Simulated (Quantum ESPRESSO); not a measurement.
# ZnSe (Stilleite): modes at Γ and the response to a field

Aim: the zone-centre modes of ZnSe (Stilleite).

Calculated with Quantum ESPRESSO 7.5; DFT LDA, scalar-relativistic, plane waves, PseudoDojo norm-conserving pseudopotentials.

Experimental background.

For ZnSe, zincblende (pure ZnSe, earlier work), “Phonon-based partition of (ZnSe-like) semiconductor mixed crystals on approach to their pressure-induced structural transition” (2020, arxiv:2008.07187) quotes earlier work: Raman mode (TO) about 207 cm⁻¹ [Literature Raman frequency quoted as a normalising parameter in the cross-section model].

Report form: the programs' logs are mostly left out.

### Step 1. The starting structure

Symmetry: F-43m, No. 216, cubic system. Conventional cell: a = 5.668 Å, b = 5.668 Å, c = 5.668 Å, α = 90.00°, β = 90.00°, γ = 90.00°. Nearest to Zn lie 4 Se at 2.45 Å. Nearest to Se lie 4 Zn at 2.45 Å. Farther neighbours and most contacts between anions are not listed.

### Step 2. A first look

Before anything dear is run, a loose run with smearing shows whether this is a metal and how far the cell is from rest.

Input file probe.in:

```
&CONTROL
  calculation = 'scf'
  prefix      = 'x'
  outdir      = './tmp'
  pseudo_dir  = './pseudo'
  tprnfor     = .true.
  tstress     = .true.
  verbosity   = 'high'
/
&SYSTEM
  ibrav       = 2
  celldm(1)   = 10.71021178
  nat         = 2
  ntyp        = 2
  ecutwfc     = 95.0
  occupations = 'smearing'
  smearing    = 'gaussian'
  degauss     = 0.01
/
&ELECTRONS
  conv_thr         = 1.0d-07
  mixing_beta      = 0.7
  electron_maxstep = 100
/
ATOMIC_SPECIES
 Zn     65.3800  Zn.upf
 Se     78.9710  Se.upf
ATOMIC_POSITIONS crystal
 Zn     0.000000000   0.000000000   0.000000000
 Se     0.250000000   0.250000000   0.250000000
K_POINTS automatic
 6 6 6 0 0 0
```

Launch:

```sh
$ OMP_NUM_THREADS=1 mpirun -n 4 pw.x -nk 4 -in probe.in > probe.out
```

Elapsed: 6.1 s, on 4 MPI ranks of Arm Neoverse V2, shared host.

This step gave:

```
volume per atom   : 22.76 Å³
pressure          : -3.504 GPa
gap on the k-mesh : 1.028 eV
```

A gap of 1.0 eV opens on this mesh, so the crystal is taken as an insulator; the start stands at -3.5 GPa.

### Step 3. Relaxation

The relaxation runs at a cutoff a fifth above that of the response, since stress converges more slowly with the basis than frequencies do. Forces and stress are brought to rest with tight thresholds.

Input file relax.in:

```
&CONTROL
  calculation   = 'vc-relax'
  prefix        = 'x'
  outdir        = './tmp'
  pseudo_dir    = './pseudo'
  tprnfor       = .true.
  tstress       = .true.
  forc_conv_thr = 2.0d-05
  etot_conv_thr = 1.0d-07
  nstep         = 40
/
&SYSTEM
  ibrav       = 2
  celldm(1)   = 10.71021178
  nat         = 2
  ntyp        = 2
  ecutwfc     = 114
  occupations = 'fixed'
  nbnd        = 20
/
&ELECTRONS
  conv_thr         = 1.0d-11
  mixing_beta      = 0.7
  electron_maxstep = 100
/
&IONS
/
&CELL
  press_conv_thr = 0.2
/
ATOMIC_SPECIES
 Zn     65.3800  Zn.upf
 Se     78.9710  Se.upf
ATOMIC_POSITIONS crystal
 Zn     0.000000000   0.000000000   0.000000000
 Se     0.250000000   0.250000000   0.250000000
K_POINTS automatic
 8 8 8 0 0 0
```

Launch:

```sh
$ OMP_NUM_THREADS=1 mpirun -n 4 pw.x -nk 4 -in relax.in > relax.out
```

Run time: 2 min. Hardware: 4 MPI ranks; 8 min of CPU time.

The steps of the relaxation:

```csv
step,energy less that of the first step (eV),largest force (eV/Å),pressure (GPa),volume (Å³)
1,0.0000,0.0000,-3.51,45.51
2,-0.0150,0.0000,-2.44,44.70
3,-0.0267,0.0000,-0.64,43.51
4,-0.0275,0.0000,0.04,43.10
5,-0.0275,0.0000,0.00,43.12
6,-0.0275,0.0000,0.00,43.12
7,-0.0274,0.0000,0.00,43.12
```

```csv
"conventional cell, symmetrised",before,after,change
a (Å),5.668,5.567,-1.8 %
b (Å),5.668,5.567,-1.8 %
c (Å),5.668,5.567,-1.8 %
volume (Å³/atom),22.76,21.56,-5.3 %
```

The relaxed structure:

```
Zn Se
1.0
    -2.78331    0.00000    2.78331
     0.00000    2.78331    2.78331
    -2.78331    2.78331    0.00000
Zn Se
1 1
Direct
  0.00000 0.00000 0.00000
  0.25000 0.25000 0.25000
```

The last row of the table of steps is pw.x's closing run on a basis chosen anew for the final cell, so its energy can jump.

This step gave:

```yaml
volume_per_atom: 21.56 Å³
pressure: -0.002 GPa
gap_on_the_k_mesh: 1.249 eV
```

The volume changes by -5.3 % from the cell with which this run began.

### Step 4. Self-consistent run for the response

Perturbation theory inherits every error of the wavefunctions, so the threshold is set near the limit of the arithmetic. With a gap, occupations are fixed, which also allows the response to an electric field.

Input file scf.in:

```
&CONTROL
  calculation = 'scf'
  prefix      = 'x'
  outdir      = './tmp'
  pseudo_dir  = './pseudo'
  tprnfor     = .true.
  tstress     = .true.
/
&SYSTEM
  ibrav       = 2
  celldm(1)   = 10.51940265
  nat         = 2
  ntyp        = 2
  ecutwfc     = 95.0
  occupations = 'fixed'
  nbnd        = 20
/
&ELECTRONS
  conv_thr         = 1.0d-12
  mixing_beta      = 0.7
  electron_maxstep = 100
/
ATOMIC_SPECIES
 Zn     65.3800  Zn.upf
 Se     78.9710  Se.upf
ATOMIC_POSITIONS crystal
 Zn     0.000000000   0.000000000   0.000000000
 Se     0.250000000   0.250000000   0.250000000
K_POINTS automatic
 8 8 8 0 0 0
```

Launch:

```sh
$ OMP_NUM_THREADS=1 mpirun -n 4 pw.x -nk 4 -in scf.in > scf.out
```

It took 14 s on 4 MPI ranks.

The cell stands at -0.002 GPa, close enough for phonons.

### Step 5. Zone-centre response

At q = 0 one unit cell holds all displacements; symmetry groups them into irreducible representations that are solved one by one. The response to a field gives ε∞ and the Born charges, which polar modes need.

Input file ph.in:

```
phonons
&INPUTPH
  prefix = 'x'
  outdir = './tmp'
  fildyn = 'g.dyn'
  tr2_ph = 1.0d-18
  epsil  = .true.
/
0.000000000000 0.000000000000 0.000000000000
```

Launch:

```sh
$ OMP_NUM_THREADS=1 mpirun -n 4 ph.x -nk 4 -in ph.in > ph.out
```

Elapsed: 7.5 min, on 4 MPI ranks; 30 min of CPU time.

Numbers from this step:

```
miss of the charge sum rule                                       : 0.05114 e
largest acoustic frequency at the zone centre before the sum rule : -1.6 cm⁻¹
highest optical zone-centre mode (no LO-TO term)                  : 219.3 cm⁻¹
lowest optical zone-centre mode                                   : 219.3 cm⁻¹
mean high-frequency dielectric constant                           : 8.348
largest Born charge in size (third of the trace)                  : 2.030 e
```

Born charge (rows field, columns displacement), before the sum rule (e), principal values of the symmetric part by kind of site:

```csv
atom,atoms with these values,low,middle,high,mean
Zn1,1,1.98,1.98,1.98,1.98
Se2,1,-2.03,-2.03,-2.03,-2.03
```

In full for Zn1:

```
1.98 0.00 0.00
0.00 1.98 0.00
0.00 0.00 1.98
```

High-frequency dielectric tensor:

```
8.35 0.00 0.00
0.00 8.35 0.00
0.00 0.00 8.35
```

The acoustic modes at Γ come out as far as 1.6 cm⁻¹ from zero, where they should vanish, a small numerical error; the Born charges miss their sum rule by 0.051 e, too much: mesh or cutoff is short for the field response.

### Step 6. Zone-centre analysis

A rigid shift of the crystal must cost nothing, but grids and finite bases break this; the acoustic sum rule is imposed before the matrix is diagonalised again. With Born charges the intensities follow, and the static dielectric tensor.

Input file dynmat.in:

```
&INPUT
  fildyn = 'g.dyn'
  asr    = 'simple'
  fileig = 'dynmat.eig'
  lperm  = .true.
/
```

Launch:

```sh
$ dynmat.x -in dynmat.in > dynmat.out
```

The job ended after 0.47 s (1 thread).

Numbers from this step:

```yaml
mean_static_dielectric_constant: 11.01
```

Unit eigenvectors of the mass-weighted matrix after the sum rule; no LO-TO term. Modes at Γ, with each element's share of the kinetic energy:

```csv
mode,frequency (cm⁻¹),symmetry,Zn %,Se %
1,0.0,acoustic,45,55
2,0.0,acoustic,45,55
3,0.0,acoustic,45,55
4,219.3,T2,55,45
5,219.3,T2,55,45
6,219.3,T2,55,45
```

Displacements in mode 5 (219.3 cm⁻¹), the largest set to 1:
```
Zn1  0.00  0.00  1.00
Se2  0.00  0.00 -0.83
```

Degenerate modes summed, no LO-TO term. Infrared lines, with heights relative to the strongest:

```csv
position (cm⁻¹),lines merged,label,"IR intensity, relative"
219,3,T2,100
```

Static dielectric tensor (ions relaxed, fixed cell):

```
11.01  0.00  0.00
 0.00 11.01  0.00
 0.00  0.00 11.01
```

The rule moves no optical mode by more than 0.1 cm⁻¹.

### Step 7. Modes along a direction of q (1 0 0)

A longitudinal polar mode sets up a macroscopic field that stiffens it; the term hangs on the direction from which q goes to zero.

Input file dynmat.in:

```
&INPUT
  fildyn = 'g.dyn'
  asr    = 'simple'
  fileig = 'dynmat.eig'
  q(1)   = 1.0
  q(2)   = 0.0
  q(3)   = 0.0
/
```

Launch:

```sh
$ dynmat.x -in dynmat.in > dynmat.out
```

The job ended after 0.47 s (1 thread).

Read from the output:

```yaml
highest_mode_moved_by_the_lo_to_term: 251.9 cm⁻¹
```

Zone-centre frequencies as printed; negative means imaginary. Modes:

```csv
mode,frequency (cm⁻¹)
1,0
2,0
3,0
4,219.3
5,219.3
6,251.9
```

The field moves one mode, from 219 to 252 cm⁻¹; the others stay.

### Step 8. Summary of results

| Quantity | Value |
| --- | --- |
| space group after relaxation | F-43m |
| volume per atom | 21.6 Å³ |
| gap on the k-mesh | 1.25 eV |
| highest optical zone-centre mode (no LO-TO term) | 219.3 cm⁻¹ |
| highest mode moved by the LO-TO term (probably not converged in the k mesh) | 251.9 cm⁻¹ |
| mean high-frequency dielectric constant (probably not converged in the k mesh) | 8.35 |
| largest Born charge in size (third of the trace) (probably not converged in the k mesh) | 2.03 e |
| mean static dielectric constant (probably not converged in the k mesh) | 11.0 |
| imaginary optical modes at the zone centre (no q mesh in this session) | none |

What this shows: At the LDA level the optical modes of ZnSe (Stilleite) at the zone centre (no LO-TO term) lie at 219 cm⁻¹. Along the directions run, the highest mode that the macroscopic field moves lies at 252 cm⁻¹. Lattice motion raises the mean dielectric constant from 8.348 to 11.01. The Born charges miss their sum rule by 0.051 e, a sign that the k mesh or the cutoff is short for the field response. ε∞, the Born charges and what follows from them are probably not converged in the k mesh. The Lyddane-Sachs-Teller relation holds: (ωLO/ωTO)² is 1.32 and ε₀/ε∞ is 1.32. These are harmonic frequencies at zero temperature: anharmonic shifts and linewidths and thermal expansion are left out.

Computed beside measured:

| quantity | measured | LDA PseudoDojo norm-conserving, Quantum ESPRESSO |
| --- | --- | --- |
| Raman mode, TO (cm⁻¹) | 207 | 219 (+5.9 %) |

Measured values from arxiv:2008.07187 (2020).

How well it matches: The Raman mode is off by +5.9 %: fair agreement. The grades are ours: good and fair within 3 and 7 % for the Raman mode. For Raman mode the calculation has a static lattice, without zero-point motion or thermal expansion. Limits of convergence are named above.

[Host names and launcher messages were left out of these logs when they were recorded.]

[Logs are printed without paths, hosts, clocks, repeated set-up lines and the standing remarks that a program may print on its own settings, such as how far it seeks lower states.]

[Hosts, paths, dates, database ids (printed as entryN), source tags and the programs' standing remarks are cut or masked in the printed files.]
